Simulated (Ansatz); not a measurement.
## Optical response of AlBiS3 (model structure)

Aim: the dielectric function of AlBiS3 (model structure), and the optical constants that follow from it. The structure is a model built here, which may or may not match a known phase. It was built so: All Fe replaced by Al and O replaced by S in the R-3m structure of FeBiO3.

Calculated with Ansatz 0.2.0; DFT, PBE, plane-wave PAW, default files, scalar-relativistic, independent-particle optical response without local fields.

### 1. Starting point

Symmetry: R-3m, No. 166, trigonal system. Conventional cell: a = 6.681 Å, b = 6.681 Å, c = 8.268 Å, α = 90.00°, β = 90.00°, γ = 120.00°. Nearest to Bi lie 12 S at 3.34 to 3.36 Å. S has 2 Al at 2.37 Å nearest. Nearest to Al lie 6 S at 2.37 Å. All Fe replaced by Al and O replaced by S in the R-3m structure of FeBiO3. Farther neighbours and most contacts between anions are not listed.

### 2. Relaxation

Spectra hang on bond lengths, so the cell is first brought to its minimum.

This step: DFT, PBE, plane-wave PAW, default files, scalar-relativistic, relaxation (Ansatz 0.2.0).

input.yaml reads:

```yaml
crystal:
  lattice:
    - [3.34049212, 1.92863403, 2.7561132]
    - [-3.34049212, 1.92863403, 2.7561132]
    - [0.0, -3.85726806, 2.7561132]
  atoms:
    - { symbol: Bi, position: [0.0, 0.0, 0.0] }
    - { symbol: S, position: [0.5, 0.5, 0.0] }
    - { symbol: S, position: [0.5, 0.0, 0.5] }
    - { symbol: S, position: [0.0, 0.5, 0.5] }
    - { symbol: Al, position: [0.5, 0.5, 0.5] }
kpoints:
  mp_grid: { grid: [5, 5, 5] }
scf:
  occupations: { method: fermi_dirac, width: 0.05 }
hamiltonian:
  xc: pbe
  pseudopotentials: { kind: paw }
output:
  forces: true
  stress: true
relax:
  f_tol: 0.02
  max_steps: 50
  cell: {}
```

Launch:

```
$ ansatz run input.yaml --threads 2 --pin off --max-ram 5120MiB --backend cpu --events-out ev --progress --plain --runs-dir out
```

Numbers of over 12 decimals in the logs are rounded to 6 here.

The log of the run:

```text
Engine: ansatz 0.2.0, aarch64-unknown-linux-gnu
Pseudopotentials: kind: paw
Pseudopotential: Bi, paw, valence charge 15, recommended cutoff 420 eV (normal), Bi.paw.azcp
Pseudopotential: S, paw, valence charge 6, recommended cutoff 420 eV (normal), S.paw.azcp
Pseudopotential: Al, paw, valence charge 3, recommended cutoff 420 eV (normal), Al.paw.azcp
Functional definition: PBE
  parameter kappa = 0.804
  parameter beta = 0.066725
  exchange = pbe_x(kappa = kappa, mu = beta*pi^2/3)
  correlation = pbe_c(beta = beta)
Crystal: 5 atoms, lattice volume = 106.539 Å³
Basis set: ecut = 420 eV, 2103 PW (Γ), exchange–correlation on 64×64×64 points (8 copies of the dense FFT grid, shifted against one another)
Bands: 23, of which v1, the nominal top of the filled ones, is band 18 counted from 1 (17 counted from 0)
Symmetry: 12 space group operations
Space group: R-3m (ITA 166), of the structure as read, at distance tolerance 4.7e-5 Å
k-points: 19 of 125
Non-local potential: Bi, projectors of the file, l = 0: 2, l = 1: 2, l = 2: 2, l = 3: 2
Non-local potential: S, projectors of the file, l = 0: 2, l = 1: 2, l = 2: 2
Non-local potential: Al, projectors of the file, l = 0: 2, l = 1: 2, l = 2: 1
PAW form: soft (Blöchl's): semilocal exchange-correlation on the pseudo side does not see the compensation charge
PAW one-centre angular grid: Bi, 590 points (default); XC on 64 Gauss nodes
PAW one-centre angular grid: S, 110 points (default); XC on 64 Gauss nodes
PAW one-centre angular grid: Al, 110 points (default); XC on 64 Gauss nodes
Initial density: superposition of atomic densities (neutral atoms: chi_scale 0, normalization atom), corrected by the library's trained network
Initial wavefunctions: pseudopotential atomic-orbital guess
Functional: x = pbe(κ = 0.804, μ = 0.219515), c = pbe(β = 0.066725)
SCF iter   1: F=—  HF=-15641.573160 eV  |F-HF|=—  |Δ(HF+E_count)|=         —  Δρ=2.80e-3  dr2=1.88e-2  ethr=1.77e-3  ⟨swp⟩=6.9  Hψ=2370  notcnv=0
preconditioner: auto → Kerker (q_TF=auto, 2.277 Å⁻¹)  [metal: Δε(μ)=0.050 eV  Ē_g=8.327 eV  σ=0.050 eV  W_gap=0.25  n_scr=18 (ndim 8)  ℏωp=18.3 eV  f_vac=0.000  D(μ)=4.92/eV (n_scr^D=32)]
SCF iter   2: F=—  HF=-15641.570318 eV  |F-HF|=—  |Δ(HF+E_count)|=   2.84e-3  Δρ=1.71e-3  dr2=7.87e-3  ethr=5.22e-5  ⟨swp⟩=1.1  Hψ=592  notcnv=0
SCF iter   3: F=—  HF=-15641.568760 eV  |F-HF|=—  |Δ(HF+E_count)|=   1.56e-3  Δρ=5.01e-4  dr2=5.08e-4  ethr=2.19e-5  ⟨swp⟩=2.0  Hψ=691  notcnv=0
SCF iter   4: F=—  HF=-15641.568617 eV  |F-HF|=—  |Δ(HF+E_count)|=   1.43e-4  Δρ=2.48e-4  dr2=1.13e-4  ethr=1.41e-6  ⟨swp⟩=2.1  Hψ=733  notcnv=0
SCF iter   5: F=—  HF=-15641.568591 eV  |F-HF|=—  |Δ(HF+E_count)|=   2.56e-5  Δρ=6.58e-5  dr2=4.11e-6  ethr=3.15e-7  ⟨swp⟩=2.0  Hψ=756  notcnv=0
SCF iter   6: F=—  HF=-15641.568609 eV  |F-HF|=—  |Δ(HF+E_count)|=   1.74e-5  Δρ=2.14e-5  dr2=5.83e-7  ethr=1.14e-8  ⟨swp⟩=2.1  Hψ=665  notcnv=0
SCF iter   7: F=-15641.568609 eV  HF=-15641.568609 eV  |F-HF|=7.66e-9  |Δ(HF+E_count)|=   4.10e-8  Δρ=5.70e-6  dr2=3.14e-8  ethr=2.78e-10  ⟨swp⟩=4.9  Hψ=1708  notcnv=0
SCF 1 converged in 7 iterations: F = -15641.568609 eV  dr2 = 3.14e-8
  greatest PAW one-centre occupation: 0.989 electrons in one spin orbital (limit 2), on the Bi atom at site 0 (counted from 0), in its partial waves of l = 2
relax step   1: F+E_penalty+E_count = -15641.56860879 eV  Δ(F+E_penalty+E_count) = +0.000e0 eV  max|allowed force component| = 3.575e-30 eV/Å  Δτ_max = 0.0000 Å  P = -3.304 GPa  Ω = 106.539 Å³  (7 SCF iters, dr2 threshold 1.00e-7 eV, accepted)
Crystal: 5 atoms, lattice volume = 102.419 Å³
Basis set: ecut = 420 eV, 2007 PW (Γ), exchange–correlation on 64×64×64 points (8 copies of the dense FFT grid, shifted against one another)
Initial density: handed on by an earlier stage of this run
Initial wavefunctions: those handed on with the density
iter 1 solved again at ethr=3.20e-5 eV; its pass at ethr=3.10e-3 eV (dr2=1.15e-2 eV) is discarded
SCF iter   1: F=—  HF=-15641.624257 eV  |F-HF|=—  |Δ(HF+E_count)|=         —  Δρ=2.14e-3  dr2=1.14e-2  ethr=3.20e-5  ⟨swp⟩=1.1  Hψ=2563  notcnv=0
preconditioner: auto → Kerker (q_TF=auto, 2.292 Å⁻¹)  [metal: Δε(μ)=0.064 eV  Ē_g=8.549 eV  σ=0.050 eV  W_gap=0.30  n_scr=18 (ndim 8)  ℏωp=18.7 eV  f_vac=0.000  D(μ)=4.49/eV (n_scr^D=32)]
SCF iter   2: F=—  HF=-15641.622546 eV  |F-HF|=—  |Δ(HF+E_count)|=   1.71e-3  Δρ=1.39e-3  dr2=5.23e-3  ethr=3.18e-5  ⟨swp⟩=1.0  Hψ=437  notcnv=0
SCF iter   3: F=—  HF=-15641.621324 eV  |F-HF|=—  |Δ(HF+E_count)|=   1.22e-3  Δρ=1.91e-4  dr2=9.99e-5  ethr=1.45e-5  ⟨swp⟩=2.0  Hψ=687  notcnv=0
SCF iter   4: F=—  HF=-15641.621460 eV  |F-HF|=—  |Δ(HF+E_count)|=   1.36e-4  Δρ=5.93e-5  dr2=7.67e-6  ethr=2.78e-7  ⟨swp⟩=2.1  Hψ=595  notcnv=0
SCF iter   5: F=—  HF=-15641.621460 eV  |F-HF|=—  |Δ(HF+E_count)|=   7.01e-8  Δρ=1.78e-5  dr2=6.21e-7  ethr=2.13e-8  ⟨swp⟩=2.0  Hψ=645  notcnv=0
SCF iter   6: F=-15641.621460 eV  HF=-15641.621460 eV  |F-HF|=3.91e-10  |Δ(HF+E_count)|=   7.60e-8  Δρ=4.30e-6  dr2=2.33e-8  ethr=1.39e-9  ⟨swp⟩=4.0  Hψ=1528  notcnv=0
SCF 2 converged in 6 iterations: F = -15641.621460 eV  dr2 = 2.33e-8
relax step   2: F+E_penalty+E_count = -15641.62146041 eV  Δ(F+E_penalty+E_count) = -5.285e-2 eV  max|allowed force component| = 2.419e-30 eV/Å  Δτ_max = 0.0000 Å  P = -0.552 GPa  Ω = 102.419 Å³  energy of the carried Pulay correction = +5.582e-4 eV  (6 SCF iters, dr2 threshold 5.00e-7 eV, accepted)
Crystal: 5 atoms, lattice volume = 101.628 Å³
Basis set: ecut = 420 eV, 1935 PW (Γ), exchange–correlation on 64×64×64 points (8 copies of the dense FFT grid, shifted against one another)
iter 1 solved again at ethr=1.26e-6 eV; its pass at ethr=3.10e-3 eV (dr2=4.53e-4 eV) is discarded
SCF iter   1: F=—  HF=-15641.622845 eV  |F-HF|=—  |Δ(HF+E_count)|=         —  Δρ=4.35e-4  dr2=4.66e-4  ethr=1.26e-6  ⟨swp⟩=2.0  Hψ=2460  notcnv=0
preconditioner: auto → Kerker (q_TF=auto, 2.295 Å⁻¹)  [metal: Δε(μ)=0.076 eV  Ē_g=8.584 eV  σ=0.050 eV  W_gap=0.36  n_scr=18 (ndim 8)  ℏωp=18.8 eV  f_vac=0.000  D(μ)=4.80/eV (n_scr^D=32)]
SCF iter   2: F=—  HF=-15641.622946 eV  |F-HF|=—  |Δ(HF+E_count)|=   1.01e-4  Δρ=2.79e-4  dr2=2.05e-4  ethr=1.26e-6  ⟨swp⟩=1.0  Hψ=437  notcnv=0
SCF iter   3: F=—  HF=-15641.622897 eV  |F-HF|=—  |Δ(HF+E_count)|=   4.92e-5  Δρ=4.37e-5  dr2=6.39e-6  ethr=5.70e-7  ⟨swp⟩=2.0  Hψ=687  notcnv=0
iter 4 did not close the SCF: its close was put off for the readings that it lacked (scf_convergence_deferred on its scf_iter line)
SCF iter   4: F=-15641.622895 eV  HF=-15641.622896 eV  |F-HF|=8.50e-8  |Δ(HF+E_count)|=   1.03e-6  Δρ=1.55e-5  dr2=3.38e-7  ethr=1.78e-8  ⟨swp⟩=2.2  Hψ=631  notcnv=0
iter 5 did not close the SCF: its close was put off for the readings that it lacked (scf_convergence_deferred on its scf_iter line)
SCF iter   5: F=-15641.622896 eV  HF=-15641.622896 eV  |F-HF|=2.21e-9  |Δ(HF+E_count)|=   1.03e-8  Δρ=3.65e-6  dr2=2.36e-8  ethr=9.39e-10  ⟨swp⟩=2.1  Hψ=597  notcnv=0
SCF iter   6: F=-15641.622896 eV  HF=-15641.622896 eV  |F-HF|=2.07e-10  |Δ(HF+E_count)|=   2.71e-9  Δρ=8.52e-7  dr2=8.90e-10  ethr=6.56e-11  ⟨swp⟩=1.6  Hψ=1356  notcnv=0
SCF 3 converged in 6 iterations: F = -15641.622896 eV  dr2 = 8.90e-10
relax step   3: F+E_penalty+E_count = -15641.62289553 eV  Δ(F+E_penalty+E_count) = -1.435e-3 eV  max|allowed force component| = 1.262e-29 eV/Å  Δτ_max = 0.0000 Å  P = +0.048 GPa  Ω = 101.628 Å³  energy of the carried Pulay correction = +6.680e-4 eV  (6 SCF iters, dr2 threshold 5.00e-7 eV, accepted)
[...]
relax step   4: F+E_penalty+E_count = -15641.62289659 eV  Δ(F+E_penalty+E_count) = -1.063e-6 eV  max|allowed force component| = 1.085e-30 eV/Å  Δτ_max = 0.0000 Å  P = +0.001 GPa  Ω = 101.690 Å³  energy of the carried Pulay correction = +6.593e-4 eV  (6 SCF iters, dr2 threshold 7.31e-9 eV, accepted)
Initial wavefunctions: pseudopotential atomic-orbital guess (no wavefunctions were taken with the density)
iter 1 solved again at ethr=5.34e-7 eV; its pass at ethr=3.10e-3 eV (dr2=1.92e-4 eV) is discarded
SCF iter   1: F=—  HF=-15641.622091 eV  |F-HF|=—  |Δ(HF+E_count)|=         —  Δρ=4.27e-5  dr2=3.43e-7  ethr=5.34e-7  ⟨swp⟩=3.0  Hψ=3390  notcnv=0
eigensolver tolerance schedule: the retry pair's looser diagonalisation over-reported the residual by 559.09 of it (diagonalisation noise at 0.11 of the residual, at the tolerance the schedule requests for it); recorded, not acted on — ethr = c·dr2/N_el stays at c = 1.0e-1
SCF iter   2: F=—  HF=-15641.622262 eV  |F-HF|=—  |Δ(HF+E_count)|=   1.70e-4  Δρ=2.31e-5  dr2=9.51e-8  ethr=9.53e-10  ⟨swp⟩=2.6  Hψ=842  notcnv=0
SCF iter   3: F=—  HF=-15641.622262 eV  |F-HF|=—  |Δ(HF+E_count)|=   1.45e-7  Δρ=3.71e-6  dr2=5.36e-9  ethr=2.64e-10  ⟨swp⟩=2.1  Hψ=733  notcnv=0
SCF iter   4: F=—  HF=-15641.622262 eV  |F-HF|=—  |Δ(HF+E_count)|=   2.26e-9  Δρ=1.21e-6  dr2=1.07e-9  ethr=1.49e-11  ⟨swp⟩=2.6  Hψ=763  notcnv=0
SCF iter   5: F=—  HF=-15641.622262 eV  |F-HF|=—  |Δ(HF+E_count)|=  1.40e-10  Δρ=1.87e-7  dr2=5.58e-11  ethr=2.97e-12  ⟨swp⟩=2.0  Hψ=668  notcnv=0
SCF iter   6: F=-15641.622262 eV  HF=-15641.622262 eV  |F-HF|=3.64e-12  |Δ(HF+E_count)|=    0.00e0  Δρ=3.29e-8  dr2=2.20e-12  ethr=1.00e-12  ⟨swp⟩=4.0  Hψ=1459  notcnv=0
SCF 5 converged in 6 iterations: F = -15641.622262 eV  dr2 = 2.20e-12
relax step   5: F+E_penalty+E_count = -15641.62226189 eV  Δ(F+E_penalty+E_count) = +6.347e-4 eV  max|allowed force component| = 5.259e-30 eV/Å  Δτ_max = 0.0000 Å  P = -0.003 GPa  Ω = 101.690 Å³  stress off target by 3.55e-3 GPa  SCF on the basis re-selected at this cell (its energy is not comparable with the rows above)  (6 SCF iters)
basis re-selected at this cell: Δ(F+E_penalty+E_count) = +6.347e-4 eV, ΔP = -0.003 GPa vs the last step (what re-selecting the basis moved, of the pressure what is left beyond the Pulay correction that the steps carried, after the strain that the cell walked since its last selection, with what the two solves' SCF thresholds leave and, on support functions, any second-order correction that the steps lacked; it is no m [...]
SCF converged after 6 iterations
Free energy (F): -15641.622262 eV
Harris-Foulkes:  -15641.622262 eV  (|F-HF|=3.64e-12)
Internal energy: -15641.584705 eV  (E = F + TS)
E sigma→0 (E₀):  -15641.603483 eV
Entropy (-TS):   -0.037557 eV (-7.511 meV/atom)
Fermi energy:    8.423364 eV
--- Per-component energies (eV) ---
  E_band       = -85.569051
  E_kinetic    = 645.968682
  E_local      = -1806.717818  (includes V_loc(G=0)·N_el)
  E_nonlocal   = 657.163718
  E_hartree    = 579.742894
  E_xc         = -483.101965
  E_vxc        = -436.411287  (∫ρ·V_xc dr)
  E_paw        = -12931.239933  (= ΣΔE_a)
  E_vpaw       = -305.057670  (= ΣTr[D̂ρ^β])
  E_aug_tail   = -0.000419  (compensation charges beyond the density's cutoff)
  E_ewald      = -2303.399864
  E_smearing   = -0.037557  (= −TS)
  E_closure    = 0.000000  (closes the sum)
  Σ components = -15641.622262   (vs F -15641.622262, Δ=0.00e0)
--- Forces (eV/Å), atoms counted from 1 ---
  atom   1  Bi    -0.00000000     0.00000000     0.00000000
  atom   2  S     -0.00000000     0.00000000    -0.00000000
  atom   3  S     -0.00000000     0.00000000    -0.00000000
  atom   4  S     -0.00000000    -0.00000000    -0.00000000
  atom   5  Al     0.00000000     0.00000000     0.00000000
  max |Σ_I F_I| component: 1.05e-29 eV/Å
--- Stress (GPa, compression-positive) ---
       -0.002547      -0.000000      -0.000000
       -0.000000      -0.002547       0.000000
       -0.000000       0.000000      -0.003545
  P = ⅓ Tr σ = -0.0029 GPa (-0.029 kbar)
--- Relaxed structure (4 steps of the walk, 4 accepted, 1 SCFs on fresh bases) ---
  F+E_penalty+E_count = -15641.62226189 eV   max|allowed force component| = 5.259e-30 eV/Å   (the final SCF, on the basis selected at the relaxed cell)
  cell:  # Å, volume = 101.6901 Å³
    - [3.300469, 1.905527, 2.694862]
    - [-3.300469, 1.905527, 2.694862]
    - [0, -3.811054, 2.694862]
  atoms:
    - { symbol: Bi, position: [0, 0, 0] }
    - { symbol: S, position: [0.5, 0.5, -5.551115123125783e-17] }
    - { symbol: S, position: [0.5, 0.0, 0.5] }
    - { symbol: S, position: [0.0, 0.5, 0.5] }
    - { symbol: Al, position: [0.500000, 0.500000, 0.5] }
```

Run time: 7.1 s. Hardware: 2 threads of Arm Neoverse V1, shared host; peak memory 0.38 GiB; 14 s of CPU time.

Relaxation path:

```
step  energy less that of the first step (eV)  largest force component (eV/Å)  pressure (GPa)  volume (Å³)
   1                                   0.0000                          0.0000           -3.30       106.54
   2                                  -0.0529                          0.0000           -0.55       102.42
   3                                  -0.0543                          0.0000            0.05       101.63
   4                                  -0.0543                          0.0000            0.00       101.69
  5*                                  -0.0537                          0.0000            0.00       101.69
```

Relaxation steps marked * repeat the geometry before them on a plane-wave basis chosen anew for their cell, so energy and pressure can jump there.

The run keeps the 12 symmetry operations that it works with, so distortions that break them were not tested.

```
     cell as run  before  after  change
           a (Å)   4.741  4.668  -1.5 %
           b (Å)   4.741  4.668  -1.5 %
           c (Å)   4.741  4.668  -1.5 %
           α (°)   89.60  90.00  +0.4 %
           β (°)   89.60  90.00  +0.4 %
           γ (°)   89.60  90.00  +0.4 %
volume (Å³/atom)   21.31  20.34  -4.6 %
```

Final coordinates:

```cif
data_structure
_symmetry_space_group_name_H-M 'P 1'
_symmetry_Int_Tables_number 1
_cell_length_a 4.6676
_cell_length_b 4.6676
_cell_length_c 4.6676
_cell_angle_alpha 89.999
_cell_angle_beta 89.999
_cell_angle_gamma 89.999
_cell_volume 101.69
loop_
_atom_site_label
_atom_site_type_symbol
_atom_site_fract_x
_atom_site_fract_y
_atom_site_fract_z
_atom_site_occupancy
Bi1 Bi 0.00000 0.00000 0.00000 1
S2 S 0.50000 0.50000 0.00000 1
S3 S 0.50000 0.00000 0.50000 1
S4 S 0.00000 0.50000 0.50000 1
Al5 Al 0.50000 0.50000 0.50000 1
```

The relaxation ends with a pressure of 0.00 GPa.

### 3. Ground state and bands

First the ground state: is it a metal or has it a gap?

This step: DFT, PBE, plane-wave PAW, default files, scalar-relativistic, ground state (Ansatz 0.2.0).

input.yaml reads:

```yaml
crystal:
  lattice:
    - [3.3004691833, 1.9055267714, 2.6948617612]
    - [-3.3004691833, 1.9055267714, 2.6948617612]
    - [0.0, -3.8110535429, 2.6948617612]
  atoms:
    - { symbol: Bi, position: [0.0, 0.0, 0.0] }
    - { symbol: S, position: [0.5, 0.5, 0.0] }
    - { symbol: S, position: [0.5, 0.0, 0.5] }
    - { symbol: S, position: [0.0, 0.5, 0.5] }
    - { symbol: Al, position: [0.5, 0.5, 0.5] }
kpoints:
  mp_grid: { grid: [5, 5, 5] }
  band_path:
    path:
      - [[0.0, 0.0, 0.0], [0.0, 0.5, 0.0], [0.5, 0.5, 0.0], [0.0, 0.0, 0.0], [0.5, 0.5, 0.5], [0.0, 0.5, 0.0]]
      - [[0.5, 0.5, 0.0], [0.5, 0.5, 0.5]]
    npoints: 11
scf:
  occupations: { method: fermi_dirac, width: 0.05 }
  n_extra_bands: 9
hamiltonian:
  xc: pbe
  pseudopotentials: { kind: paw }
output:
  forces: true
  stress: true
  populations: true
  write_bands: true
```

The log of the run:

```text
Warning: 36 symmetry operations that the atoms keep within the bar at which the run's group was sought (crystal.symmetry.tolerance 1.0e-5, or twice it) were not taken beside the 12 unitary ones that the detection took (of a slab, those that keep its plane). If the more symmetric cell is meant, write the vectors of crystal.lattice to more decimals, or, with the positions in fractional coordinates, give it by lengths a [...]
[...]
Crystal: 5 atoms, lattice volume = 101.690 Å³
Basis set: ecut = 420 eV, 1935 PW (Γ), exchange–correlation on 64×64×64 points (8 copies of the dense FFT grid, shifted against one another)
Bands: 27, of which v1, the nominal top of the filled ones, is band 18 counted from 1 (17 counted from 0)
Symmetry: 12 space group operations
[...]
k-points: 19 of 125
[...]
SCF iter   1: F=—  HF=-15641.627702 eV  |F-HF|=—  |Δ(HF+E_count)|=         —  Δρ=3.10e-3  dr2=2.46e-2  ethr=1.77e-3  ⟨swp⟩=7.6  Hψ=2785  notcnv=0  defer=16
[...]
SCF iter   7: F=-15641.622262 eV  HF=-15641.622262 eV  |F-HF|=7.09e-10  |Δ(HF+E_count)|=   1.32e-8  Δρ=3.79e-6  dr2=1.75e-8  ethr=2.78e-10  ⟨swp⟩=10.3  Hψ=2547  notcnv=0
SCF 1 converged in 7 iterations: F = -15641.622262 eV  dr2 = 1.75e-8
[...]
NSCF: frozen V_eff on 68 k-points
SCF converged after 7 iterations
Free energy (F): -15641.622262 eV
[...]
Internal energy: -15641.584704 eV  (E = F + TS)
E sigma→0 (E₀):  -15641.603483 eV
Entropy (-TS):   -0.037558 eV (-7.512 meV/atom)
Fermi energy:    8.423377 eV
[...]
--- Stress (GPa, compression-positive) ---
       -0.002423      -0.000000      -0.000000
       -0.000000      -0.002423       0.000000
       -0.000000       0.000000      -0.003421
  P = ⅓ Tr σ = -0.0028 GPa (-0.028 kbar)
--- Band table (eV; the first three rows and the last of 19) ---
  k-point 0: bands = [... 14 lower, 6.7855, 7.0947, 7.0947, 7.0948, 8.8841, 11.3208, 11.3210, 11.3210, ... 5 higher]
  k-point 1: bands = [... 14 lower, 6.3297, 6.8441, 7.1178, 7.1179, 9.9178, 10.2944, 10.8346, 10.8348, ... 5 higher]
  k-point 2: bands = [... 14 lower, 6.3614, 6.4964, 7.3927, 7.3929, 8.3746, 10.1354, 10.1355, 11.9230, ... 5 higher]
  k-point 18: bands = [... 14 lower, 6.5161, 8.3466, 8.3466, 8.4544, 10.3001, 11.1610, 11.1611, 12.4864, ... 5 higher]
--- Löwdin populations: 5 sites ---
  site symbol       q [e]
     0     Bi     14.0998
     1      S      6.3604
     2      S      6.3604
     3      S      6.3604
     4     Al      2.5688
  spilling = 0.006954 (of n_electrons = 36.000000)
```

Run time: 4.2 s. Hardware: 2 threads; peak memory 0.38 GiB.

The column dr2 measures how far the density is from self-consistency, as an energy; F and HF (Harris–Foulkes) agree once it is small.

This step gave:

- free energy: -15641.6223 eV
- Fermi energy: 8.423 eV
- electrons: 36
- symmetry operations: 12
- pressure: -0.002755 GPa
- volume: 101.7 Å³
- gap on the path: 0 eV

There are states at the Fermi level within the smearing, so the occupations stay smeared and the carriers get a Drude term. The cell is left with a pressure of 0.0 GPa after its relaxation.

The electronic bands at the labelled points (eV, zero at the Fermi level; # counts the bands kept):

```
          point     #9    #10    #11    #12    #13   #14   #15   #16
              Γ  -1.64  -1.33  -1.33  -1.33   0.46  2.90  2.90  2.90
0.45 of the way  -2.22  -1.64  -1.27  -1.27   1.44  1.92  2.31  2.31
              X  -1.98  -1.71  -0.97  -0.97  -0.56  1.59  1.59  4.09
0.55 of the way  -2.43  -1.94  -1.75  -0.58   0.49  1.01  1.75  4.65
              M  -2.33  -2.33  -1.54  -0.37   0.21  1.94  1.94  5.36
0.45 of the way  -2.00  -1.97  -1.71  -0.73   0.40  1.19  2.38  3.14
              Γ  -1.64  -1.33  -1.33  -1.33   0.46  2.90  2.90  2.90
0.45 of the way  -2.37  -0.89  -0.89  -0.76  -0.41  2.39  2.39  2.64
              R  -1.50   0.22   0.22   0.22   2.98  2.98  2.98  4.37
0.45 of the way  -2.16  -1.03  -0.51  -0.34   1.10  1.59  2.40  4.25
              X  -1.98  -1.71  -0.97  -0.97  -0.56  1.59  1.59  4.09
      jump to M  -2.33  -2.33  -1.54  -0.37   0.21  1.94  1.94  5.36
0.45 of the way  -1.52  -0.89  -0.89   0.22   1.19  2.27  2.27  4.97
              R  -1.50   0.22   0.22   0.22   2.98  2.98  2.98  4.37
```

[end of part 1 of 2]

[Logs are printed without paths, hosts, clocks, repeated set-up lines and the standing remarks that a program may print on its own settings, such as how far it seeks lower states.]

[Hosts, paths, dates, database ids (printed as entryN), source tags and the programs' standing remarks are cut or masked in the printed files.]
